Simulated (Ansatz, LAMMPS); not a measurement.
# Glassy 29TiO2-71Al2O3 (mol %) (137 atoms): geometry optimisation

Aim: bring glassy 29TiO2-71Al2O3 (mol %) (137 atoms) to a nearby minimum of the energy and see what moves.

Method: Kohn-Sham DFT, PBE, PAW (set soft_2), plane waves, in Ansatz 0.2.0.

**1. Starting point**

The cell holds 137 atoms: 9 Ti, 44 Al and 84 O. Its edges and angles: a = 11.391 Å, b = 11.391 Å, c = 11.391 Å, α = 90.0°, β = 90.0°, γ = 90.0°. 137 atoms (9 Ti, 44 Al, 84 O) placed at random at 3.12 g/cm³, melted at 4000 K for 10 ps at fixed volume with the Morse and Coulomb pair potential with partial charges (Pedone, Malavasi, Menziani, Cormack and Segre, J. Phys. Chem. B 110, 11780 (2006)). Quenched from 4000 K to 300 K at 1000 K/ps and fixed volume, held 10 ps at zero pressure.

Before any run, some limits are plain. The quench rate of 1000 K/ps is many orders above laboratory rates, so the cell is likely richer in defects and strain than a real sample. The network of bonds at the start is that of the classical potential that made the cell. Only the Γ point is sampled, in a cell whose shortest periodic width is 11 Å.

**2. The classical run that made the cell**

A classical potential makes the cell, at a small fraction of what the same run would cost in DFT.

This step: classical MD, Morse and Coulomb pair potential with partial charges (Pedone, Malavasi, Menziani, Cormack and Segre, J. Phys. Chem. B 110, 11780 (2006)) (LAMMPS 22 Jul 2025 - Update 4).

The input, in.lmp:

```
# melt-quench of Ti9Al44O84
units metal
atom_style charge
boundary p p p
region box block 0 11.6433 0 11.6433 0 11.6433
create_box 3 box
mass 1 47.8670   # Ti
mass 2 26.9815   # Al
mass 3 15.9990   # O
create_atoms 1 random 9 154481 NULL overlap 1.5 maxtry 2000
create_atoms 2 random 44 154488 NULL overlap 1.5 maxtry 2000
create_atoms 3 random 84 154495 NULL overlap 1.5 maxtry 2000
pair_style hybrid/overlay pedone 5.5 coul/long 8.0
pair_coeff * * coul/long
pair_coeff 1 3 pedone 0.024235 2.254703 2.708943 1   # Ti-O
pair_coeff 2 3 pedone 0.361581 1.900442 2.164818 0.9   # Al-O
pair_coeff 3 3 pedone 0.042395 1.379316 3.618701 22   # O-O
set type 1 charge 2.4
set type 2 charge 1.8
set type 3 charge -1.2
kspace_style pppm 1.0e-4
neigh_modify delay 0 every 1 check yes
thermo_style custom step time temp pe press density
thermo_modify norm yes
timestep 0.002
thermo 100
min_style cg
minimize 1e-4 1e-4 200 2000
reset_timestep 0
velocity all create 4000 154482 mom yes dist gaussian
fix lim all nve/limit 0.05
fix lan all langevin 4000 4000 0.2 154483 zero yes
thermo 500
run 1000 post no
# [... 7 lines left out ...]
fix md all nvt temp 4000 300 0.2
run 1850 post no
unfix md
thermo 1666
fix md all npt temp 300 300 0.2 iso 0 0 2
run 5000 post no
unfix md
write_dump all custom glass.dump id type xs ys zs modify sort id
```

Command:

```sh
> lmp -in in.lmp -log none -nocite
```

Numbers of over 12 decimals in the logs are rounded to 6 here.

Log:

```text
LAMMPS (22 Jul 2025 - Update 4)
Created orthogonal box = (0 0 0) to (11.6433 11.6433 11.6433)
Created 9 atoms
Created 44 atoms
Created 84 atoms
PPPM initialization ...
  G vector (1/distance) = 0.37625648
  grid = 12 12 12
  estimated relative force accuracy = 7.859375e-05
   Step          Time           Temp          PotEng         Press         Density
         0   0              0             -2.6549294      907082.73      3.1159603
        77   0.154          0             -13.812769     -26995.457      3.1159603
Loop time of 0.0627995 s on 1 MPI rank(s) for 77 steps with 137 atoms
Minimization stats:
  Stopping criterion = energy tolerance
[... 17 lines left out ...]
[... 1 line left out ...]
Loop time of 2.71771 s on 1 MPI rank(s) for 5000 steps with 137 atoms
   Step          Time           Temp          PotEng         Press         Density
[... 12 lines left out ...]
Loop time of 0.969099 s on 1 MPI rank(s) for 1850 steps with 137 atoms
   Step          Time           Temp          PotEng         Press         Density
[... 1 line left out ...]
      8330   16.66          265.1187      -13.925156     -1662.6714      3.3388051
      9996   19.992         330.1085      -13.920123     -16024.8        3.3157883
     11662   23.324         310.22594     -13.925776     -3611.9114      3.3593597
     12850   25.7           297.60855     -13.925789     -9235.3488      3.3277091
Loop time of 3.17327 s on 1 MPI rank(s) for 5000 steps with 137 atoms
```

It took 7.5 s on 1 thread of Arm Neoverse V2, shared host; peak memory 0.07 GiB.

**3. Single point at the start**

The forces at the start show how far the geometry lies from a minimum of this functional.

The input, input.yaml:

```yaml
crystal:
  lattice:
    - [11.39091, 0.0, 0.0]
    - [0.0, 11.39091, 0.0]
    - [0.0, 0.0, 11.39091]
  atoms:
    - { symbol: Ti, position: [0.76532, 0.97544, 0.0438] }
    - { symbol: Ti, position: [0.51792, 0.70657, 0.83575] }
    - { symbol: Ti, position: [0.79882, 0.00046, 0.31931] }
    - { symbol: Ti, position: [0.39481, 0.86204, 0.5312] }
    - { symbol: Ti, position: [0.2621, 0.5463, 0.12116] }
    - { symbol: Ti, position: [0.55055, 0.22391, 0.29851] }
    - { symbol: Ti, position: [0.49336, 0.07965, 0.97444] }
    - { symbol: Ti, position: [0.37971, 0.62666, 0.35459] }
    - { symbol: Ti, position: [0.06145, 0.1174, 0.21189] }
    - { symbol: Al, position: [0.44379, 0.80101, 0.09434] }
    - { symbol: Al, position: [0.46215, 0.95688, 0.27703] }
    - { symbol: Al, position: [0.0764, 0.12446, 0.77071] }
    - { symbol: Al, position: [0.21503, 0.86133, 0.3293] }
    - { symbol: Al, position: [0.63674, 0.50265, 0.86258] }
    - { symbol: Al, position: [0.33838, 0.92059, 0.81751] }
    - { symbol: Al, position: [0.9887, 0.82946, 0.16374] }
    - { symbol: Al, position: [0.64559, 0.32244, 0.02924] }
    - { symbol: Al, position: [0.64945, 0.73369, 0.29882] }
    - { symbol: Al, position: [0.55534, 0.58793, 0.11052] }
    - { symbol: Al, position: [0.74326, 0.25645, 0.76244] }
    - { symbol: Al, position: [0.18936, 0.79711, 0.99606] }
    - { symbol: Al, position: [0.93797, 0.90007, 0.74634] }
    - { symbol: Al, position: [0.81488, 0.27208, 0.18416] }
    - { symbol: Al, position: [0.60344, 0.69317, 0.54262] }
    - { symbol: Al, position: [0.92029, 0.205, 0.96618] }
    - { symbol: Al, position: [0.31355, 0.2664, 0.48207] }
    - { symbol: Al, position: [0.32772, 0.09836, 0.65056] }
    - { symbol: Al, position: [0.27976, 0.30076, 0.26581] }
    - { symbol: Al, position: [0.08815, 0.80513, 0.54574] }
    - { symbol: Al, position: [0.10674, 0.06785, 0.4949] }
    - { symbol: Al, position: [0.79795, 0.69022, 0.70924] }
    - { symbol: Al, position: [0.06275, 0.64572, 0.29282] }
    [... 99 atom lines left out ...]
    - { symbol: O, position: [0.59626, 0.83679, 0.79823] }
    - { symbol: O, position: [0.93227, 0.6924, 0.19923] }
    - { symbol: O, position: [0.74094, 0.78011, 0.57938] }
    - { symbol: O, position: [0.33177, 0.94499, 0.65616] }
    - { symbol: O, position: [0.87708, 0.2059, 0.81105] }
    - { symbol: O, position: [0.21927, 0.17637, 0.21152] }
kpoints:
  mp_grid: { grid: [1, 1, 1] }
hamiltonian:
  xc: pbe
scf:
  occupations: { method: gaussian, width: 0.05 }
output:
  forces: true
  stress: true
  populations: intrinsic
  dos:
    method: { smearing: { sigma: 0.15 } }
    de: 0.1
    projected: { site_lists: { Al: [Al], O: [O], Ti: [Ti] } }
  eigenvalues: true
```

Command:

```sh
> ansatz run input.yaml --threads 4 --pin off --max-ram 8192MiB --backend cpu --events-out ev --progress --plain --runs-dir out
```

Log:

```text
Engine: ansatz 0.2.0, aarch64-unknown-linux-gnu
Pseudopotentials: kind: paw
Pseudopotential: Ti, paw, valence charge 12, recommended cutoff 420 eV (normal), Ti.paw.azcp
Pseudopotential: Al, paw, valence charge 3, recommended cutoff 420 eV (normal), Al.paw.azcp
Pseudopotential: O, paw, valence charge 6, recommended cutoff 420 eV (normal), O.paw.azcp
[... 5 lines on functional and potentials left out ...]
Crystal: 137 atoms, lattice volume = 1478.003 Å³
Basis set: ecut = 420 eV, 28887 PW (Γ), exchange–correlation on 160×160×160 points (8 copies of the dense FFT grid, shifted against one another)
Bands: 509, of which v1, the nominal top of the filled ones, is band 372 counted from 1 (371 counted from 0)
Symmetry: 1 space group operations
Space group: P1 (ITA 1), of the structure as read, at distance tolerance 1.1e-4 Å
k-points: 1
[... 7 lines on functional and potentials left out ...]
Initial density: superposition of atomic densities (neutral atoms: chi_scale 0, normalization atom), corrected by the library's trained network
Initial wavefunctions: pseudopotential atomic-orbital guess
Functional: x = pbe(κ = 0.804, μ = 0.219515), c = pbe(β = 0.066725)
SCF iter   1: F=—  HF=-93983.050622 eV  |F-HF|=—  |Δ(HF+E_count)|=         —  Δρ=3.67e-3  dr2=2.01e-1  ethr=1.77e-3  ⟨swp⟩=6.0  Hψ=2215  notcnv=0  defer=35
preconditioner: auto → Resta (q_TF=auto, 2.433 Å⁻¹)  ε∞=4.2  [insulator: Δε(μ)=2.605 eV  Ē_g=14.011 eV  σ=0.050 eV  W_gap=1.00  n_scr=364 (ndim 8)  ℏωp=25.0 eV  f_vac=0.036  D(μ)=0.00/eV (n_scr^D=0)  ε∞_Penn≈4.2]
SCF iter   2: F=—  HF=-93983.027280 eV  |F-HF|=—  |Δ(HF+E_count)|=   2.33e-2  Δρ=1.93e-3  dr2=4.41e-2  ethr=2.70e-5  ⟨swp⟩=2.0  Hψ=846  notcnv=0  defer=127
SCF iter   3: F=—  HF=-93983.029140 eV  |F-HF|=—  |Δ(HF+E_count)|=   1.86e-3  Δρ=1.00e-3  dr2=1.75e-2  ethr=5.93e-6  ⟨swp⟩=3.0  Hψ=735  notcnv=0  defer=127
SCF iter   4: F=—  HF=-93983.029826 eV  |F-HF|=—  |Δ(HF+E_count)|=   6.86e-4  Δρ=4.57e-4  dr2=4.09e-3  ethr=2.35e-6  ⟨swp⟩=2.0  Hψ=733  notcnv=0  defer=127
SCF iter   5: F=—  HF=-93983.029416 eV  |F-HF|=—  |Δ(HF+E_count)|=   4.11e-4  Δρ=1.72e-4  dr2=4.51e-4  ethr=5.50e-7  ⟨swp⟩=2.0  Hψ=637  notcnv=0  defer=127
SCF iter   6: F=—  HF=-93983.029540 eV  |F-HF|=—  |Δ(HF+E_count)|=   1.24e-4  Δρ=1.03e-4  dr2=1.74e-4  ethr=6.06e-8  ⟨swp⟩=2.0  Hψ=746  notcnv=0  defer=127
SCF iter   7: F=—  HF=-93983.029549 eV  |F-HF|=—  |Δ(HF+E_count)|=   8.83e-6  Δρ=4.23e-5  dr2=2.98e-5  ethr=2.34e-8  ⟨swp⟩=2.0  Hψ=746  notcnv=0  defer=127
SCF iter   8: F=—  HF=-93983.029573 eV  |F-HF|=—  |Δ(HF+E_count)|=   2.40e-5  Δρ=1.88e-5  dr2=5.46e-6  ethr=4.01e-9  ⟨swp⟩=2.0  Hψ=879  notcnv=0  defer=130
SCF iter   9: F=—  HF=-93983.029576 eV  |F-HF|=—  |Δ(HF+E_count)|=   3.03e-6  Δρ=8.68e-6  dr2=1.36e-6  ethr=7.33e-10  ⟨swp⟩=2.0  Hψ=648  notcnv=0  defer=130
SCF iter  10: F=—  HF=-93983.029577 eV  |F-HF|=—  |Δ(HF+E_count)|=   9.27e-7  Δρ=5.52e-6  dr2=5.37e-7  ethr=1.83e-10  ⟨swp⟩=2.0  Hψ=739  notcnv=0  defer=130
SCF iter  11: F=-93983.029577 eV  HF=-93983.029577 eV  |F-HF|=5.46e-9  |Δ(HF+E_count)|=   9.02e-8  Δρ=2.41e-6  dr2=9.63e-8  ethr=1.34e-11  ⟨swp⟩=11.0  Hψ=3011  notcnv=0
SCF 1 converged in 11 iterations: F = -93983.029577 eV  dr2 = 9.63e-8
  greatest PAW one-centre occupation: 0.999 electrons in one spin orbital (limit 2), on the Ti atom at site 0 (counted from 0), in its partial waves of l = 0
SCF converged after 11 iterations
Free energy (F): -93983.029577 eV
Harris-Foulkes:  -93983.029577 eV  (|F-HF|=5.46e-9)
Internal energy: -93983.029577 eV  (E = F + TS)
E sigma→0 (E₀):  -93983.029577 eV
Fermi energy:    7.365876 eV
--- Per-component energies (eV) ---
  E_band       = -2829.820821
  E_kinetic    = 18605.109169
  E_local      = -47567.495926  (includes V_loc(G=0)·N_el)
  E_nonlocal   = 4509.554596
  E_hartree    = 18398.009276
  E_xc         = -8935.694540
  E_vxc        = -10426.688728  (∫ρ·V_xc dr)
  E_paw        = -43321.955100  (= ΣΔE_a)
  E_vpaw       = -4746.524995  (= ΣTr[D̂ρ^β])
  E_aug_tail   = 0.212669  (compensation charges beyond the density's cutoff)
  E_ewald      = -35670.769720
  E_smearing   = -0.000000  (= −TS)
  E_closure    = -0.000000  (closes the sum)
  Σ components = -93983.029577   (vs F -93983.029577, Δ=0.00e0)
--- Forces (eV/Å), atoms counted from 1 ---
  atom   1  Ti     0.43102174     1.12810143     0.96024198
  atom   2  Ti     1.56286490     0.67267198     0.32737048
  atom   3  Ti     1.63733523    -1.27041254    -2.96017378
  atom   4  Ti    -0.21383682     0.45710082    -0.60296674
  atom   5  Ti    -1.21723737    -0.05118033    -0.77126063
  atom   6  Ti    -0.01356730    -0.51423522     0.67814901
  atom   7  Ti     0.58127690    -0.13188976    -0.29260279
  atom   8  Ti    -2.06086439    -0.50194037     2.28755326
  atom   9  Ti    -1.04116132    -0.09974202     0.87113571
  atom  10  Al    -1.96714216    -0.72774564    -1.23459671
  atom  11  Al    -0.47984725    -0.10809846    -1.59840538
  atom  12  Al     0.05543110     0.87787174     0.15396896
  atom  13  Al     1.15687960     1.20894759     0.69528999
  atom  14  Al     0.81196277    -1.05112512     1.13784290
[...]
atom 136  O      0.94844047    -0.33368024     0.18177870
  atom 137  O      0.01546464    -1.03886393    -0.64696482
  max |Σ_I F_I| component: 1.11e-4 eV/Å
--- Stress (GPa, compression-positive) ---
        7.408354      -0.044876       1.397677
       -0.044881      12.669190       1.735169
        1.397683       1.735159      14.336056
  P = ⅓ Tr σ = 11.4712 GPa (114.712 kbar)
--- Band table (eV) ---
  k-point 0: bands = ["-50.8796", "-50.8015", "-50.6897", "-50.3399", [... 493 levels ...], "16.2274", "16.2748", "16.2810", "16.3138", "16.3463", "16.4059", "16.4099", "16.4363", "16.5237", "16.5501", "16.5935", "16.6344"]
--- intrinsic populations: 137 sites ---
  site symbol       q [e]
     0     Ti     10.6501
     1     Ti     10.5606
     2     Ti     10.6256
[...]
136      O      6.8315
  spilling = 0.000000 (of n_electrons = 744.000000)
```

It took 34 s on 4 threads of Arm Neoverse V2, shared host; peak memory 2.2 GiB; 2.2 min of CPU time.

Read from the output:

- free energy: -93983.0296 eV
- free energy per atom: -686.0075 eV/atom
- SCF cycles: 11
- pressure: 11.47 GPa
- r.m.s. force component: 0.9865 eV/Å
- longest force: 3.614 eV/Å
- Fermi energy: 7.366 eV
- gap (highest filled to lowest empty level): 2.44 eV

The r.m.s. force component of 0.99 eV/Å and the pressure of 11 GPa set the starting point.

Neighbours are counted within 2.19 Å (O-Al), 2.64 Å (O-Ti).

Length of the force by element and coordination:

| element | coordination | atoms | mean length of the force (eV/Å) | spread | least | most |
| --- | --- | --- | --- | --- | --- | --- |
| Al | all | 44 | 1.54 | 0.760 | 0.311 | 3.40 |
| Al | 4 | 36 | 1.61 | 0.752 | 0.311 | 3.40 |
| Al | 5 | 8 | 1.23 | 0.719 | 0.425 | 2.86 |
| O | all | 84 | 1.52 | 0.717 | 0.260 | 3.42 |
| O | 2 | 27 | 1.59 | 0.788 | 0.260 | 3.42 |
| O | 3 | 55 | 1.51 | 0.680 | 0.273 | 3.39 |
| O | 4 | 2 | 0.889 | 0.0526 | 0.836 | 0.941 |
| Ti | all | 9 | 1.68 | 0.972 | 0.664 | 3.61 |
| Ti | 4 | 3 | 1.06 | 0.342 | 0.786 | 1.54 |
| Ti | 5 | 5 | 2.10 | 1.10 | 0.664 | 3.61 |
| Ti | 6 | 1 | 1.44 | 0 | 1.44 | 1.44 |

**4. Relaxation**

With the cell held, the atoms are moved downhill towards a nearby minimum.

input.yaml, the sections that differ from step 3:

```yaml
output:
  forces: true
relax:
  f_tol: 0.03
  max_steps: 200
# crystal, kpoints, hamiltonian, scf: as in step 3
```

Log:

```text
[...]
Crystal: 137 atoms, lattice volume = 1478.003 Å³
Basis set: ecut = 420 eV, 28887 PW (Γ), exchange–correlation on 160×160×160 points (8 copies of the dense FFT grid, shifted against one another)
Bands: 509, of which v1, the nominal top of the filled ones, is band 372 counted from 1 (371 counted from 0)
Symmetry: 1 space group operations
[...]
k-points: 1
[...]
SCF iter   1: F=—  HF=-93983.050622 eV  |F-HF|=—  |Δ(HF+E_count)|=         —  Δρ=3.67e-3  dr2=2.01e-1  ethr=1.77e-3  ⟨swp⟩=6.0  Hψ=2215  notcnv=0  defer=35
[...]
SCF iter   8: F=-93983.029575 eV  HF=-93983.029573 eV  |F-HF|=2.07e-6  |Δ(HF+E_count)|=   5.07e-6  Δρ=1.70e-5  dr2=5.04e-6  ethr=3.02e-9  ⟨swp⟩=3.0  Hψ=1254  notcnv=0
SCF 1 converged in 8 iterations: F = -93983.029575 eV  dr2 = 5.04e-6
[...]
relax step   1: F+E_penalty+E_count = -93983.02957481 eV  Δ(F+E_penalty+E_count) = +0.000e0 eV  max|allowed force component| = 3.301e0 eV/Å  Δτ_max = 0.0000 Å  (8 SCF iters, dr2 threshold 2.25e-5 eV, accepted)
[...]
relax step   2: F+E_penalty+E_count = -93987.87183530 eV  Δ(F+E_penalty+E_count) = -4.842e0 eV  max|allowed force component| = 2.063e0 eV/Å  Δτ_max = 0.1333 Å  (7 SCF iters, dr2 threshold 1.00e-4 eV, accepted)
[...]
relax step   3: F+E_penalty+E_count = -93991.42967346 eV  Δ(F+E_penalty+E_count) = -3.558e0 eV  max|allowed force component| = 8.794e-1 eV/Å  Δτ_max = 0.2000 Å  (8 SCF iters, dr2 threshold 1.00e-4 eV, accepted)
relax step   4: F+E_penalty+E_count = -93992.50776282 eV  Δ(F+E_penalty+E_count) = -1.078e0 eV  max|allowed force component| = 3.084e-1 eV/Å  Δτ_max = 0.2000 Å  (8 SCF iters, dr2 threshold 1.00e-4 eV, accepted)
relax step   5: F+E_penalty+E_count = -93992.67151656 eV  Δ(F+E_penalty+E_count) = -1.638e-1 eV  max|allowed force component| = 2.452e-1 eV/Å  Δτ_max = 0.2000 Å  (9 SCF iters, dr2 threshold 1.17e-5 eV, accepted)
relax step   6: F+E_penalty+E_count = -93992.71738084 eV  Δ(F+E_penalty+E_count) = -4.586e-2 eV  max|allowed force component| = 2.829e-1 eV/Å  Δτ_max = 0.0414 Å  (8 SCF iters, dr2 threshold 7.40e-6 eV, accepted)
relax step   7: F+E_penalty+E_count = -93992.80092197 eV  Δ(F+E_penalty+E_count) = -8.354e-2 eV  max|allowed force component| = 1.842e-1 eV/Å  Δτ_max = 0.2000 Å  (7 SCF iters, dr2 threshold 5.06e-5 eV, accepted)
relax step   8: F+E_penalty+E_count = -93992.82267531 eV  Δ(F+E_penalty+E_count) = -2.175e-2 eV  max|allowed force component| = 8.840e-2 eV/Å  Δτ_max = 0.0402 Å  (7 SCF iters, dr2 threshold 1.44e-5 eV, accepted)
relax step   9: F+E_penalty+E_count = -93992.82626086 eV  Δ(F+E_penalty+E_count) = -3.586e-3 eV  max|allowed force component| = 5.592e-2 eV/Å  Δτ_max = 0.0204 Å  (7 SCF iters, dr2 threshold 1.80e-6 eV, accepted)
[...]
relax step  10: F+E_penalty+E_count = -93992.82756994 eV  Δ(F+E_penalty+E_count) = -1.309e-3 eV  max|allowed force component| = 2.731e-2 eV/Å  Δτ_max = 0.0268 Å  (9 SCF iters, accepted)
SCF converged after 9 iterations
Free energy (F): -93992.827570 eV
[...]
Internal energy: -93992.827570 eV  (E = F + TS)
E sigma→0 (E₀):  -93992.827570 eV
Fermi energy:    7.313332 eV
[...]
--- Forces (eV/Å), atoms counted from 1 ---
  atom   1  Ti    -0.01274698     0.00709026     0.00669162
  atom   2  Ti     0.02019800    -0.01543437    -0.02338342
  atom   3  Ti     0.00370290     0.01416113    -0.00098892
  atom   4  Ti    -0.00222633    -0.00261605     0.00467016
  atom   5  Ti    -0.00834264    -0.01118398    -0.00651631
  atom   6  Ti    -0.01126952    -0.00082878    -0.00376392
  atom   7  Ti    -0.01698547     0.00099407    -0.00583504
  atom   8  Ti     0.00338877    -0.00127747     0.02731056
  atom   9  Ti     0.00515532     0.01531811     0.00300446
  atom  10  Al     0.00942950     0.01288625     0.00158527
  atom  11  Al    -0.00548591     0.00207032     0.00997582
  atom  12  Al     0.00403064    -0.00155251    -0.00762018
  atom  13  Al     0.01728794     0.01285251     0.01056219
  atom  14  Al    -0.01271846     0.00524056    -0.01689636
[...]
atom 136  O      0.00136985    -0.00190686     0.00344738
  atom 137  O     -0.00467756     0.00493957    -0.00033007
  max |Σ_I F_I| component: 1.23e-4 eV/Å
--- Relaxed structure (10 steps of the walk, 10 accepted, 0 SCFs on fresh bases) ---
  F+E_penalty+E_count = -93992.82756994 eV   max|allowed force component| = 2.731e-2 eV/Å
  atoms:
    - { symbol: Ti, position: [0.771420, 0.982308, 0.033399] }
    - { symbol: Ti, position: [0.523953, 0.710636, 0.832067] }
    - { symbol: Ti, position: [0.805560, -0.00178555, 0.306216] }
    - { symbol: Ti, position: [0.369693, 0.831360, 0.546181] }
[...]
- { symbol: O, position: [0.225807, 0.163229, 0.207919] }
```

Run time: 2.6 min. Hardware: 4 threads; peak memory 2.2 GiB; 10 min of CPU time.

Relaxation path:

| step | energy less that of the first step (eV) | largest force component (eV/Å) |
| --- | --- | --- |
| 1 | 0.0000 | 3.3005 |
| 2 | -4.8423 | 2.0630 |
| 3 | -8.4001 | 0.8794 |
| 4 | -9.4782 | 0.3084 |
| 5 | -9.6419 | 0.2452 |
| 6 | -9.6878 | 0.2829 |
| 7 | -9.7713 | 0.1842 |
| 8 | -9.7931 | 0.0884 |
| 9 | -9.7967 | 0.0559 |
| 10 | -9.7980 | 0.0273 |

The atoms that moved most (Å):

| atom | dx | dy | dz | length |
| --- | --- | --- | --- | --- |
| O98 | 0.467 | -0.017 | 0.262 | 0.535 |
| O60 | -0.126 | -0.276 | 0.411 | 0.511 |
| Ti4 | -0.286 | -0.349 | 0.171 | 0.483 |
| O128 | -0.091 | 0.461 | 0.018 | 0.470 |
| Al19 | -0.353 | -0.100 | -0.287 | 0.465 |
| O85 | 0.277 | -0.144 | 0.304 | 0.435 |
| O95 | -0.287 | 0.205 | 0.109 | 0.369 |
| Al35 | 0.290 | -0.211 | 0.022 | 0.360 |

The relaxation changed the energy by -71.5 meV/atom, and atoms moved by 0.21 Å r.m.s., 0.54 Å at most.

(Part 1 of 3 ends here.)

[Logs are printed without paths, hosts, clocks, repeated set-up lines and the standing remarks that a program may print on its own settings, such as how far it seeks lower states.]

[Hosts, paths, dates, database ids (printed as entryN), source tags and the programs' standing remarks are cut or masked in the printed files.]
